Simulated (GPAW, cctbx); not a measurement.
## ScPd3N2: deformation density and structure factors from DFT

Aim: compute the bonding part of the density of ScPd3N2, find which reflections carry it, and see how it biases an ordinary refinement.

The start was made by putting kin elements into a known structure type; the compound need not exist, or be stable, in this form. All numbers below are calculated.

### 1. Relax the structure

The density hangs on the geometry, so cell and atoms are relaxed first, with the symmetry held. The cutoff is set higher than for the density because stress converges slowly with plane waves.

Settings: GPAW 26.7.0, PBE, 900 eV, 4×3×3 k-points (along the axes of the calculation cell), Fermi–Dirac width 0.05 eV, BFGS to 0.03 eV/Å.

```text
cell
1.0
     0.000000000    0.000000000    3.258000000
     5.198000000    0.000000000    0.000000000
    -2.599000000    4.501600049    0.000000000
Pd Sc N
3 1 2
Direct
0.500000000 0.000000000 0.500000000
0.500000000 0.500000000 0.500000000
0.500000000 0.500000000 0.000000000
0.000000000 0.000000000 0.000000000
0.000000000 0.666666667 0.333333333
0.000000000 0.333333333 0.666666667
```

```console
$ OMP_NUM_THREADS=1 mpirun -n 4 gpaw python run.py > gpaw.log
```

```text
BFGS:    0      -29.942166        1.243338
BFGS:    1      -29.986557        1.124389
BFGS:    2      -30.184773        0.492947
BFGS:    3      -30.195854        0.612331
...
BFGS:    7      -30.326242        0.443813
BFGS:    8      -30.354844        0.112124
BFGS:    9      -30.357126        0.018420
cell  3.0463 5.5604 5.5604  120.00 90.00 90.00
volume 81.567 A^3, largest force 0.000 eV/A, largest stress 0.22 GPa
```

After 9 steps the volume has changed by +7.0 % and the energy by -0.415 eV; the largest stress left is 0.22 GPa. It took 3.3 min on 4 cores of Arm Neoverse V1 (shared host), peak memory 1 GiB.

Relaxed structure: P6/mmm (no. 191), a = 5.5604 Å, b = 5.5604 Å, c = 3.0463 Å, α = 90.00°, β = 90.00°, γ = 120.00°.

```csv
atom,mult.,x,y,z
Pd1,3,0,1/2,1/2
Sc1,1,0,0,0
N1,2,2/3,1/3,0
```

### 2. Density and charge transfer

X-rays see the whole electron density, so the PAW density is rebuilt with its core regions. Subtracting spherical free atoms from the same code cancels the cores and leaves the deformation density Δρ, the part due to bonding.

Settings: PBE, 550 eV, 6×4×4 k-points (along the axes of the calculation cell), Fermi–Dirac width 0.05 eV; primitive cell of 6 atoms.

```console
$ OMP_NUM_THREADS=1 mpirun -n 4 gpaw python run.py > gpaw.log
```

```text
|iter:   1|       0s |  -44.110830 | +0.62 |       |
|iter:   2|       1s |  -34.740184 | -0.54 | -0.65 |
|iter:   3|       2s |  -31.645027 | -0.80 | -1.00 |
...
|iter:  18|      16s |  -29.709348c| -7.16 | -6.73c|
|iter:  19|      17s |  -29.709348c| -7.28 | -6.71c|
|iter:  20|      18s |  -29.709348c| -7.54c| -6.85c|
```

```text
grid (36, 64, 64)  electrons 173.000  moved by bonding 1.811 e
deformation density beyond 0.5 A of the nuclei: max 0.210, min -0.730 e/A^3
atom        x       y       z   Voronoi charge  moment
Pd1    0.5000  0.0000  0.5000      0.333       0.00
Pd2    0.5000  0.5000  0.5000      0.333       0.00
Pd3    0.5000  0.5000  0.0000      0.333       0.00
Sc4    0.0000  0.0000  0.0000     -0.003       0.00
N 5    0.0000  0.6667  0.3333     -0.498       0.00
N 6    0.0000  0.3333  0.6667     -0.498       0.00
mean inner potential of superposed free atoms 21.912 V
total magnetic moment 0.000 muB
```

Deformation density in a plane through the shortest contact of the Pd atom at the origin, in 0.01 e/Å³ (clipped at ±99); x from -1.6 to 3.8 Å, y from 2.4 down to -2.4 Å:

```text
-28 -18   6   9   .   .   5   7   4   3   4   4   3   2   1   4
-32 -18   7  10   .   .   8   8   4   3   4   4   3   1  -1   0
 -6  -4   4   9  10  10   7   6   2   2   3   3   2   0  -3  -5
 -1   1   2   3   5   6   4   2   1   2   4   4   2   1  -2  -3
  7   3  -1  -7 -24 -23  -7   0   2   6   8   7   5   2   1   0
  9   6  -9  -4   .   .  -8  -7   6   7   .   .   3   5   3   2
 11   8 -21 -72   .   . -66 -15   9  11   .   .   8   8   4   3
  7   5  -8  -4   .   .  -9  -6   7   9   .   .   7   7   3   2
  6   2  -1  -8 -26 -21  -6   0   3   7  11  10   7   3   1   2
  2   1   2   4   6   5   3   1   1  -2  -7  -5   0   1   2   4
  2   2   6   7  10   9   8   3  -5  -7 -52 -28  -8  -1   5   7
  3   4   8   .   .   .  10   4 -22 -22   .   . -32  -7  10   9
  3   4   6   .   .   .   9   4 -22 -19   .   . -39  -7  10  11
```

Atoms in or within 0.15 Å of the plane: Pd (2.1, -2.2), Pd (0.0, 0.0), N (2.2, 0.0), N (0.1, 2.2), N (-0.1, -2.2) Å. Dots mark points within about 0.45 Å of a nucleus; large values next to them are atomic features.

N gains most (-0.50 e) and Pd loses most (+0.33 e); N is the most electronegative element, but the order of the others doesn't follow electronegativity. Such charges fall far short of formal ones, since overlapping free atoms already put density on their neighbours. Along the shortest contact from the Pd atom at the map's origin, Pd–N at 2.21 Å, Δρ is +0.01 e/Å³ at the midpoint and highest, +0.12, 1.66 Å from Pd (points within 0.5 Å of a nucleus left out): little sits at the middle, as in a polar contact, whose build-up shifts to the more electronegative atom. At the midpoints of other shortest contacts it is +0.02 (Pd–Pd, 2.78 Å), +0.03 (Sc–Sc, 3.05 Å), +0.01 (N–N, 3.05 Å) and +0.02 (Pd–Sc, 3.17 Å) e/Å³. Point values carry grid noise of about 0.01 e/Å³. The run needed 20 iterations, 26 s.

### 3. From the density to structure factors

The Fourier components of Δρ, added to those of the free atoms, give the static X-ray structure factors; the Mott–Bethe relation turns them into the Fourier components V of the potential that fast electrons feel.

```text
static structure factors of the conventional cell: F in electrons, V (Mott-Bethe) in volts
   h  k  l      d  |F| table  |F| free   |F| DFT   change   |V| free  |V| DFT  change %
   1  0  0  4.8154    30.903    30.731    30.602   -0.129     1.653    1.822     10.2
   0  0  1  3.0463    91.975    91.786    90.932   -0.854     5.848    6.293      7.6
   1  1  0  2.7802    13.017    13.021    12.489   -0.532     0.878    0.647    -26.3
   1  0  1  2.5744    48.278    48.205    47.584   -0.621     4.393    4.624      5.3
   2  0  0  2.4077   120.871   120.707   119.772   -0.935    10.194   10.499      3.0
   1  1  1  2.0535    56.381    56.324    56.353    0.030     5.848    5.840     -0.1
   2  0  1  1.8890    90.611    90.581    90.167   -0.413     6.701    6.784      1.2
   2  1  0  1.8201    23.318    23.317    23.132   -0.185     1.616    1.651      2.1
   3  0  0  1.6051    12.601    12.601    12.386   -0.215     0.232    0.201    -13.4
   2  1  1  1.5624    39.438    39.448    39.415   -0.033     2.819    2.824      0.2
   0  0  2  1.5232   107.967   108.013   107.981   -0.031     8.472    8.476      0.0
   1  0  2  1.4522    20.781    20.793    20.869    0.076     1.328    1.319     -0.7
   3  0  1  1.4201    45.667    45.710    45.651   -0.058     3.999    4.006      0.2
   2  2  0  1.3901   102.357   102.456   102.498    0.042     7.660    7.656     -0.1
```

The largest X-ray change is -0.94 e on 200, 0.8 % of |F|. For electrons V goes as (Z − F)/g², so a change of F counts against Z − F, which is small at low angle and wherever the atoms' terms cancel: |V| of 110 moves by -26.3 % (0.88 to 0.65 V) against -4.1 % in |F|. The tabulated Hartree–Fock atoms differ from the free DFT atoms by up to 0.19 e, so the choice of reference atom matters too.

### 4. Which functional?

The same geometry is run with other functionals, to see whether the bonding signal is larger than the spread between approximations. Free atoms are LDA for LDA and PBE otherwise. Any other changed setting is in the row's label.

| run | ΔF 200 (e) | ΔF 001 (e) | ΔF 101 (e) | q(N) (e) | moved (e) | time |
| --- | --- | --- | --- | --- | --- | --- |
| PBE | -0.935 | -0.854 | -0.621 | -0.498 | 1.811 | 26 s |
| LDA | -0.936 | -0.846 | -0.603 | -0.484 | 1.772 | 28 s |
| revPBE | -0.917 | -0.838 | -0.620 | -0.499 | 1.810 | 26 s |

At the base's settings ΔF(200) spans -0.936 to -0.917 e, a spread of 2 % of the PBE value; over the three listed reflections the spread is at most 3 %, so sign and size hold across the functionals. The run marked unsound (too few SCF iterations) gave no density. Times are from shared hosts.

### 5. Refining ordinary atoms against data with bonding

Routine crystallography fits spherical atoms. To see the bias, intensities are simulated from tabulated atoms plus the DFT change ΔF, so that bonding alone can misfit (3792 reflections of the full sphere, merged to the counts below, to 0.45 Å, 1 % proportional noise plus counting noise, assumed isotropic U as listed, Δρ smeared by the mean U) and refined with cctbx over different ranges.

```csv
range,data,R1,GooF,U Pd1 (true 0.0027),U Sc1 (true 0.0036),U N1 (true 0.0048),largest shift (Å),"Δρ max, min (e/Å³)"
all data,226,0.0038,1.45,0.0027,0.0036,0.0048,0.0000,"0.26, -0.70"
"low resolution, d > 0.84",45,0.0037,1.76,0.0023,0.0033,0.0053,0.0000,"0.24, -0.17"
"high order, d < 0.75",166,0.0032,1.19,0.0027,0.0036,0.0048,0.0000,"0.29, -0.40"
"occupancies free, d > 0.7",70,0.0040,1.81,0.0026,0.0036,0.0061,0.0000,"0.21, -0.35"
```

With all data GooF is 1.45, so the misfit of spherical atoms stands above the noise; the top residual peak lies 0.65 Å from N and 2.07 Å from Pd. U of Pd1 is off by -15 % at low resolution and by +0 % from high-order data, where mostly the cores scatter (GooF 1.19). Symmetry fixes every coordinate, so the shifts are zero by construction. With Pd1 held at 1 and the scale free, the other occupancies refine to Sc1 1.002(0.004) and N1 1.026(0.011), within three s.u. of full.

### 6. Answer

Bonding moves 1.81 e in the primitive cell of ScPd3N2 and changes the structure factors of the conventional cell in the table above by at most 0.94 e (200, 0.8 %), and among reflections above 2 % of the strongest by up to 4.1 % (110). The shortest bond, Pd–N, has Δρ = +0.01 e/Å³ at its midpoint, low for a shared bond; with the charge transfer this is a polar contact. At the base's settings ΔF(200) spans -0.936 to -0.917 e, a spread of 2 % of the PBE value; over the three listed reflections the spread is at most 3 %, so sign and size hold across the functionals. With all data GooF is 1.45, so the misfit of spherical atoms stands above the noise. Limits: static density, frozen cores, no spin–orbit coupling.

[Outputs are excerpts: Python notices, other lines and further rows are left out; steps that failed or that the build refused (PBEsol, TPSS) are not shown.]

[Logs are printed without paths, hosts, clocks, repeated set-up lines and the standing remarks that a program may print on its own settings, such as how far it seeks lower states.]
